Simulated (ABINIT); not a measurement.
# CsPbCl3 (Pm-3m): changed settings of a GW run in ABINIT

What do changed inputs do to GW on CsPbCl3 (Pm-3m)?

Calculated with ABINIT 10.8.3; PBE and many-body steps on it, plane waves.

### Step 1. The starting structure

It takes space group Pm-3m (No. 221, cubic). The conventional cell has a = 5.605 Å, b = 5.605 Å, c = 5.605 Å, α = 90.00°, β = 90.00°, γ = 90.00°. Nearest to Cs lie 12 Cl at 3.96 Å. Pb has 6 Cl at 2.80 Å nearest. Nearest to Cl lie 2 Pb at 2.80 Å and 4 Cs at 3.96 Å. Farther neighbours and most contacts between anions are not listed.

The cell and positions come from the Crystallography Open Database and are kept as given unless a step says otherwise. Spin-orbit coupling is left out unless a step names it.

### Step 2. Screening, 2×2×2 mesh, 266 bands, screening to 152.4 eV

This step: ABINIT 10.8.3; RPA screening on PBE, plane waves, norm-conserving pseudopotentials.

The RPA dielectric matrix is built and inverted for each q.

run.abi

```
acell 3*1.0 Angstrom
rprim 
  5.605000000000 0.000000000000 0.000000000000
  0.000000000000 5.605000000000 0.000000000000
  0.000000000000 0.000000000000 5.605000000000
ntypat 3
znucl 55 82 17
natom 5
typat 1 2 3 3 3
xred 
  0.000000000000 0.000000000000 0.000000000000
  0.500000000000 0.500000000000 0.500000000000
  0.500000000000 0.500000000000 0.000000000000
  0.000000000000 0.500000000000 0.500000000000
  0.500000000000 0.000000000000 0.500000000000
pp_dirpath "pseudos"
pseudos "Cs.upf, Pb.upf, Cl.upf"
ecut 25
ngkpt 2 2 2
nshiftk 1
shiftk 0 0 0
kptopt 1
chksymbreak 0
istwfk *1
occopt 1
irdwfk 1
optdriver 3
nband 266
ecuteps 5.6
inclvkb 2
awtr 1
symchi 1
indata_prefix "in"
outdata_prefix "out"
tmpdata_prefix "tmp"
```

Started as:

```sh
$ OMP_NUM_THREADS=1 mpirun -n 8 abinit run.abi > log
```

The log of the run:

```text
.Version 10.8.3 of ABINIT. v10.8.2 released Aug 2026.

 Symmetries : space group Pm -3 m (#221); Bravais cP (primitive cubic)
[... echo of the input left out ...]
== DATASET  1 ==================================================================
-   mpi_nproc: 8, omp_nthreads: 1 (-1 if OMP is not activated)

--- !DatasetInfo
iteration_state: {dtset: 1, }
dimensions: {natom: 5, nkpt: 4, mband: 266, nsppol: 1, nspinor: 1, nspden: 1, mpw: 7123, }
cutoff_energies: {ecut:  25.0, pawecutdg:  -1.0, }
electrons: {nelect:   4.40000000E+01, charge:   0.00000000E+00, occopt:   1.00000000E+00, tsmear:   1.00000000E-02, }

 SCREENING: Calculation of the susceptibility and dielectric matrices

 Based on a program developped by R.W. Godby, V. Olevano, G. Onida, and L. Reining.
 Incorporated in ABINIT by V. Olevano, G.-M. Rignanese, and M. Torrent.
.Using double precision arithmetic ; gwpc =  8

[... cell and pseudopotentials left out ...]
--------------------------------------------------------------------------------

 ==== K-mesh for the wavefunctions ====
 Number of points in the irreducible wedge :     4
[... list of points left out ...]
 Together with 48 symmetry operations and time-reversal symmetry
 yields     8 points in the full Brillouin Zone.

 ==== Q-mesh for the screening function ====
 Number of points in the irreducible wedge :     4
[... list of points left out ...]
 Together with 48 symmetry operations and time-reversal symmetry
 yields     8 points in the full Brillouin Zone.

 setmesh: FFT mesh size selected  =    36x   36x   36
          total number of points  =        46656

 vcoul_init : cutoff-mode = AUXILIARY_FUNCTION
 q-points for optical limit:   1
     1)      0.000010    0.000020    0.000030

- screening: taking advantage of time-reversal symmetry
- Maximum band index for partially occupied states nbvw = 22
- Remaining bands to be divided among processors   nbcw = 244
- Number of bands treated by each node ~30

 Number of electrons calculated from density =   44.0000; Expected =   44.0000
 average of density, n =  0.037028
 r_s =    1.8612
 omega_plasma =   18.5618 [eV]

 calculating chi0 at frequencies [eV] :
  1    0.000000E+00    0.000000E+00
  2    0.000000E+00    1.856181E+01

--------------------------------------------------------------------------------
  q-point number  1        q = ( 0.000000, 0.000000, 0.000000) [r.l.u.]
--------------------------------------------------------------------------------
[... chi0 elements left out ...]
 For q-point:  0.000010 0.000020 0.000030
  dielectric constant =   7.1913
  dielectric constant without local fields =   8.2864

  Average fulfillment of the sum rule on Im[epsilon] for q-point    1 :     84.86  [%]
[... wings left out ...]
  q-point number  2        q = ( 0.500000, 0.000000, 0.000000) [r.l.u.]
--------------------------------------------------------------------------------
[... chi0 elements left out ...]
  Average fulfillment of the sum rule on Im[epsilon] for q-point    2 :     92.11  [%]

 [... 2 further q-points ...]
```

Elapsed: 70 s, on 8 MPI ranks of Intel Xeon 6975P-C (Granite Rapids), shared host; peak memory 2.7 GiB.

Numbers from this step:

```yaml
eps_infinity_with_local_fields_on_this_mesh_along_the_program_s_q_direction: 7.191
the_same_without_local_fields: 8.286
plasma_frequency: 18.56 eV
plane_waves_in_the_screening_matrix: 739
```

Local fields lower ε∞ by 13 %. On a Γ-centred mesh this coarse the value itself is usually too large, while a short band sum pulls it down.

### Step 3. Base

The self-energy is evaluated for the states that the input lists, and the levels follow from it, in one-shot runs by the linearised quasiparticle equation.

This step: G0W0 on PBE, plane waves, norm-conserving pseudopotentials.

run.abi, as its differences from that of step 2:

```diff
@@ -26,8 +26,17 @@
 irdwfk 1
-optdriver 3
+optdriver 4
 nband 266
+gwcalctyp 0
+ecutsigx 25
+symsigma 1
+nkptgw 2
+kptgw 
+  0.5000000000 0.5000000000 0.5000000000
+  0.0000000000 0.0000000000 0.0000000000
+bdgw 
+  19 25
+  20 25
 ecuteps 5.6
-inclvkb 2
-awtr 1
-symchi 1
+irdscr 1
+ppmodel 1
 indata_prefix "in"
```

The log of the run:

```text
.Version 10.8.3 of ABINIT. v10.8.2 released Aug 2026.

 Symmetries : space group Pm -3 m (#221); Bravais cP (primitive cubic)
[... echo of the input left out ...]
== DATASET  1 ==================================================================
-   mpi_nproc: 8, omp_nthreads: 1 (-1 if OMP is not activated)

--- !DatasetInfo
iteration_state: {dtset: 1, }
dimensions: {natom: 5, nkpt: 4, mband: 266, nsppol: 1, nspinor: 1, nspden: 1, mpw: 7123, }
cutoff_energies: {ecut:  25.0, pawecutdg:  -1.0, }
electrons: {nelect:   4.40000000E+01, charge:   0.00000000E+00, occopt:   1.00000000E+00, tsmear:   1.00000000E-02, }

 SIGMA: Calculation of the GW corrections

 Based on a program developped by R.W. Godby, V. Olevano, G. Onida, and L. Reining.
 Incorporated in ABINIT by V. Olevano, G.-M. Rignanese, and M. Torrent.
.Using double precision arithmetic ; gwpc =  8

[... cell and pseudopotentials left out ...]
--------------------------------------------------------------------------------

 ==== K-mesh for the wavefunctions ====
 Number of points in the irreducible wedge :     4
[... list of points left out ...]
 Together with 48 symmetry operations and time-reversal symmetry
 yields     8 points in the full Brillouin Zone.

 ==== Q-mesh for screening function ====
 Number of points in the irreducible wedge :     4
[... list of points left out ...]
 Together with 48 symmetry operations and time-reversal symmetry
 yields     8 points in the full Brillouin Zone.

 vcoul_init : cutoff-mode = AUXILIARY_FUNCTION
 q-points for optical limit:   1
     1)      0.000010    0.000020    0.000030
 setmesh: FFT mesh size selected  =    48x   48x   48
          total number of points  =       110592

 Number of electrons calculated from density =   44.0000; Expected =   44.0000
 average of density, n =  0.037028
 r_s =    1.8612
 omega_plasma =   18.5618 [eV]

 === KS Band Gaps ===
  >>>> For spin  1
   Minimum direct gap =   1.9335 [eV], located at k-point      :   0.5000  0.5000  0.5000
   Fundamental gap    =   1.9335 [eV], Top of valence bands at :   0.5000  0.5000  0.5000
                                       Bottom of conduction at :   0.5000  0.5000  0.5000
 SIGMA fundamental parameters:
 PLASMON POLE MODEL  1
 number of plane-waves for SigmaX                 7123
 number of plane-waves for SigmaC and W            739
 number of plane-waves for wavefunctions          7123
 number of bands                                   266
 number of independent spin polarizations            1
 number of spinorial components                      1
 number of k-points in IBZ                           4
 number of q-points in IBZ                           4
 number of symmetry operations                      48
 number of k-points in BZ                            8
 number of q-points in BZ                            8
 number of frequencies for dSigma/dE                 9
 frequency step for dSigma/dE [eV]                0.25
 number of omega for Sigma on real axis              0
 max omega for Sigma on real axis  [eV]           0.00
 zcut for avoiding poles [eV]                     0.10

 EPSILON^-1 parameters (SCR file):
 dimension of the eps^-1 matrix on file            739
 dimension of the eps^-1 matrix used               739
 number of plane-waves for wavefunctions          7123
 number of bands                                   266
 number of q-points in IBZ                           4
 number of frequencies                               2
 number of real frequencies                          1
 number of imag frequencies                          1

 matrix elements of self-energy operator (all in [eV])

 Perturbative Calculation

--- !SelfEnergy_ee
iteration_state: {dtset: 1, }
kpoint     : [   0.500,    0.500,    0.500, ]
spin       : 1
KS_gap     :    1.933
QP_gap     :    3.166
Delta_QP_KS:    1.232
data: !SigmaeeData |
     Band     E0 <VxcDFT>   SigX SigC(E0)      Z dSigC/dE  Sig(E)    E-E0       E
       19  -0.178 -14.256 -18.504   2.861   0.769  -0.300 -15.324  -1.067  -1.245
       20  -0.178 -14.256 -18.504   2.861   0.769  -0.300 -15.324  -1.067  -1.245
       21  -0.178 -14.256 -18.504   2.861   0.769  -0.300 -15.324  -1.067  -1.245
       22   2.026 -15.396 -17.861   1.417   0.788  -0.269 -16.222  -0.826   1.199
       23   3.959  -9.887  -6.509  -2.882   0.818  -0.222  -9.481   0.406   4.365
       24   3.959  -9.887  -6.509  -2.882   0.818  -0.222  -9.481   0.406   4.365
[...]
--- !SelfEnergy_ee
iteration_state: {dtset: 1, }
kpoint     : [   0.000,    0.000,    0.000, ]
spin       : 1
KS_gap     :    5.875
QP_gap     :    7.186
Delta_QP_KS:    1.311
data: !SigmaeeData |
     Band     E0 <VxcDFT>   SigX SigC(E0)      Z dSigC/dE  Sig(E)    E-E0       E
[...]
23   5.379  -6.339  -2.683  -3.364   0.840  -0.190  -6.094   0.245   5.624
       24   6.319  -6.633  -2.877  -3.260   0.841  -0.189  -6.216   0.416   6.735
       25   6.319  -6.633  -2.877  -3.260   0.841  -0.189  -6.216   0.416   6.735

== END DATASET(S) ==============================================================
================================================================================

 -outvars: echo values of variables after computation  --------
           etotal      0.0000000000E+00
            nband         266
             nkpt           4
          spgroup         221
 [... the other variables as echoed above ...]

 Calculation completed.
```

Elapsed: 73 s, on 8 MPI ranks; peak memory 3.1 GiB.

Numbers from this step:

```
G0W0 gap on the points computed              : 3.166 eV
starting gap on the mesh                     : 1.933 eV
k of the valence top                         : 0.5, 0.5, 0.5
k of the conduction bottom                   : 0.5, 0.5, 0.5
Z at the valence top                         : 0.788
Z at the conduction bottom                   : 0.818
least direct G0W0 gap on the computed points : 3.166 eV
```

The gap on the mesh goes from 1.93 eV to 3.17 eV, a correction of +1.23 eV.

### Step 4. Coulomb singularity

run.abi, as its differences from that of step 3:

```diff
@@ -41,2 +41,3 @@
 ppmodel 1
+gw_icutcoul 0
 indata_prefix "in"
```

The log of the run:

```text
.Version 10.8.3 of ABINIT. v10.8.2 released Aug 2026.

 Symmetries : space group Pm -3 m (#221); Bravais cP (primitive cubic)
[... echo of the input left out ...]
== DATASET  1 ==================================================================
-   mpi_nproc: 8, omp_nthreads: 1 (-1 if OMP is not activated)

--- !DatasetInfo
iteration_state: {dtset: 1, }
dimensions: {natom: 5, nkpt: 4, mband: 266, nsppol: 1, nspinor: 1, nspden: 1, mpw: 7123, }
cutoff_energies: {ecut:  25.0, pawecutdg:  -1.0, }
electrons: {nelect:   4.40000000E+01, charge:   0.00000000E+00, occopt:   1.00000000E+00, tsmear:   1.00000000E-02, }

 SIGMA: Calculation of the GW corrections

 Based on a program developped by R.W. Godby, V. Olevano, G. Onida, and L. Reining.
 Incorporated in ABINIT by V. Olevano, G.-M. Rignanese, and M. Torrent.
.Using double precision arithmetic ; gwpc =  8

[... cell and pseudopotentials left out ...]
--------------------------------------------------------------------------------

 ==== K-mesh for the wavefunctions ====
 Number of points in the irreducible wedge :     4
[... list of points left out ...]
 Together with 48 symmetry operations and time-reversal symmetry
 yields     8 points in the full Brillouin Zone.

 ==== Q-mesh for screening function ====
 Number of points in the irreducible wedge :     4
[... list of points left out ...]
 Together with 48 symmetry operations and time-reversal symmetry
 yields     8 points in the full Brillouin Zone.

 === Spherical cutoff ===

  Cutoff radius .........    13.1414 [Bohr]
  Volume of the sphere ..    9506.34 [Bohr^3]
 q-points for optical limit:   1
     1)      0.000010    0.000020    0.000030
 setmesh: FFT mesh size selected  =    48x   48x   48
          total number of points  =       110592

[...]
number of omega for Sigma on real axis              0
 max omega for Sigma on real axis  [eV]           0.00
 zcut for avoiding poles [eV]                     0.10

 EPSILON^-1 parameters (SCR file):
 dimension of the eps^-1 matrix on file            739
 dimension of the eps^-1 matrix used               739
 number of plane-waves for wavefunctions          7123
 number of bands                                   266
 number of q-points in IBZ                           4
 number of frequencies                               2
 number of real frequencies                          1
 number of imag frequencies                          1

 matrix elements of self-energy operator (all in [eV])

 Perturbative Calculation

--- !SelfEnergy_ee
iteration_state: {dtset: 1, }
kpoint     : [   0.500,    0.500,    0.500, ]
spin       : 1
KS_gap     :    1.933
QP_gap     :    3.222
Delta_QP_KS:    1.289
data: !SigmaeeData |
     Band     E0 <VxcDFT>   SigX SigC(E0)      Z dSigC/dE  Sig(E)    E-E0       E
       19  -0.178 -14.256 -18.792   2.924   0.775  -0.291 -15.505  -1.249  -1.427
       20  -0.178 -14.256 -18.792   2.924   0.775  -0.291 -15.505  -1.249  -1.427
       21  -0.178 -14.256 -18.792   2.924   0.775  -0.291 -15.505  -1.249  -1.427
[...]
--- !SelfEnergy_ee
iteration_state: {dtset: 1, }
kpoint     : [   0.000,    0.000,    0.000, ]
spin       : 1
KS_gap     :    5.875
QP_gap     :    7.174
Delta_QP_KS:    1.299
data: !SigmaeeData |
     Band     E0 <VxcDFT>   SigX SigC(E0)      Z dSigC/dE  Sig(E)    E-E0       E
[...]
24   6.319  -6.633  -2.933  -3.430   0.837  -0.195  -6.407   0.226   6.545
       25   6.319  -6.633  -2.933  -3.430   0.837  -0.195  -6.407   0.226   6.545

== END DATASET(S) ==============================================================
================================================================================

 -outvars: echo values of variables after computation  --------
           etotal      0.0000000000E+00
            nband         266
             nkpt           4
          spgroup         221
 [... the other variables as echoed above ...]

 Calculation completed.
```

It took 70 s on 8 MPI ranks; peak memory 3.1 GiB.

This step gave:

```
G0W0 gap on the points computed              : 3.223 eV
starting gap on the mesh                     : 1.933 eV
k of the valence top                         : 0.5, 0.5, 0.5
k of the conduction bottom                   : 0.5, 0.5, 0.5
Z at the valence top                         : 0.792
Z at the conduction bottom                   : 0.819
least direct G0W0 gap on the computed points : 3.223 eV
```

Against G0W0 in ABINIT (2×2×2 mesh, 266 bands, screening to 152.4 eV, Godby-Needs plasmon pole), the gap moves by +0.057 eV.

### Step 5. Side by side

Times are wall times on 8 MPI ranks of Intel Xeon 6975P-C (Granite Rapids), shared host, good to a factor of about two. A run's time includes the screening step that it read.

| run | mesh | bands | screening cutoff (eV) | DFT gap (eV) | gap on the mesh (eV) | direct (eV) | ε∞ used | time |
| --- | --- | --- | --- | --- | --- | --- | --- | --- |
| base | 2×2×2 | 266 | 152.4 | 1.933 | 3.166 | 3.166 | 7.19 | 2.4 min |
| Coulomb singularity | 2×2×2 | 266 | 152.4 | 1.933 | 3.223 | 3.223 | 7.19 | 2.3 min |

### Step 6. Summary of results

| Property | Result |
| --- | --- |
| base | 3.166 eV |
| Coulomb singularity | 3.223 eV |
| known limits | not at the basis limit; exchange with frozen shells missing; no spin-orbit coupling; coarse k mesh |

In words: Coulomb singularity: +0.057 eV against base (keys changed: gw_icutcoul). Bands and cutoff are finite, so the gap is not at the basis limit. The miss can reach some tenths of an eV and take either sign; the mesh is an error of its own. In the first G0W0 run levels were corrected at 2 k points alone, so a gap called «on the mesh» is the least over those, and an edge elsewhere would be missed. The 2×2×2 mesh is coarse for this cell, which bears on the long-range parts of exchange and screening. Where an edge is built on 6p states of lead, bismuth or thallium, scalar-relativistic gaps usually stand too wide, by a few tenths to over one eV. This is the ideal cubic cell; many perovskites, halides above all, are cubic only on average, and local tilts or off-centring can widen the gap. The norm-conserving file of at least one element keeps a d shell over frozen s and p shells of the same row. Exchange with those shells is missing from the self-energy, an error of 0.3 to 0.9 eV in cases checked, whose sign depends on which edge lies on those atoms. The many-body steps are scalar-relativistic: spin-orbit coupling is not in them.

[Paths, hosts, dates, memory and timing lines, banners, echoed tables and standing remarks are left out of the program output.]

[Logs are printed without paths, hosts, clocks, repeated set-up lines and the standing remarks that a program may print on its own settings, such as how far it seeks lower states.]

[Runs of the session that timed out or met a known fault of the program may be left out.]

[No measured gap is set beside runs whose start may be inverted or whose files or cutoffs have a known fault.]

[Hosts, paths, dates, database ids (printed as entryN), source tags and the programs' standing remarks are cut or masked in the printed files.]

[G0W0 gaps are taken among the corrected bands and points alone; a level outside them can change the order at an edge.]

[Where Ansatz stands beside ABINIT at settings called matched, ABINIT's density can come from a denser mesh and the files from another edition; pairs whose starting gaps differed by over 0.03 eV were left out, so agreement reads better than it is.]
